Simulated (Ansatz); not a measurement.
Consider BaSrYSbO6 (F-43m).

```
Ba Sr Y Sb O
1.0
     0.00000    4.23260    4.23260
     4.23260    0.00000    4.23260
     4.23260    4.23260    0.00000
Ba Sr Y Sb O
1 1 1 1 6
Direct
  0.25000 0.25000 0.25000
  0.75000 0.75000 0.75000
  0.50000 0.50000 0.50000
  0.00000 0.00000 0.00000
  0.76308 0.23692 0.23692
  0.23692 0.76308 0.76308
  0.76308 0.76308 0.23692
  0.23692 0.23692 0.76308
  0.23692 0.76308 0.23692
  0.76308 0.23692 0.76308
```

The cell and positions are those that the Materials Project relaxed with its own functionals (PBE, PBE+U or r2SCAN), kept fixed. At the settings of the band run the largest force is still 0.12 eV/Å. Spin-orbit coupling is left out unless a run names it.

Gaps computed with Ansatz 0.2.0 without a self-energy: LDA 3.40 eV, PBE 3.57 eV and HSE06 5.21 eV. The mean ε∞ by PBE perturbation theory is 4.15.

Question: Estimate the G0W0@PBE gap with 4×4×4 mesh, 831 empty bands, screening to 180 eV, PAW set soft_1 files.

About 5.25 eV: on its mesh the run moves the gap from 3.57 eV by +1.68 eV. Among the scalar-relativistic levels given, HSE06 is nearest (−0.04 eV). One-shot corrections scale roughly with one over ε∞, here 0.24. Bands and cutoff are finite, so the gap is not at the basis limit. The miss can reach some tenths of an eV and take either sign; the mesh is an error of its own. The many-body steps are scalar-relativistic: spin-orbit coupling is not in them.

[Paths, hosts, dates, memory and timing lines, banners, echoed tables and standing remarks are left out of the program output.]

[Logs are printed without paths, hosts, clocks, repeated set-up lines and the standing remarks that a program may print on its own settings, such as how far it seeks lower states.]

[Runs of the session that timed out or met a known fault of the program may be left out.]

[Cells called generated may have been cut or substituted from an entry of the Crystallography Open Database or the Materials Project.]

[Hosts, paths, dates, database ids (printed as entryN), source tags and the programs' standing remarks are cut or masked in the printed files.]
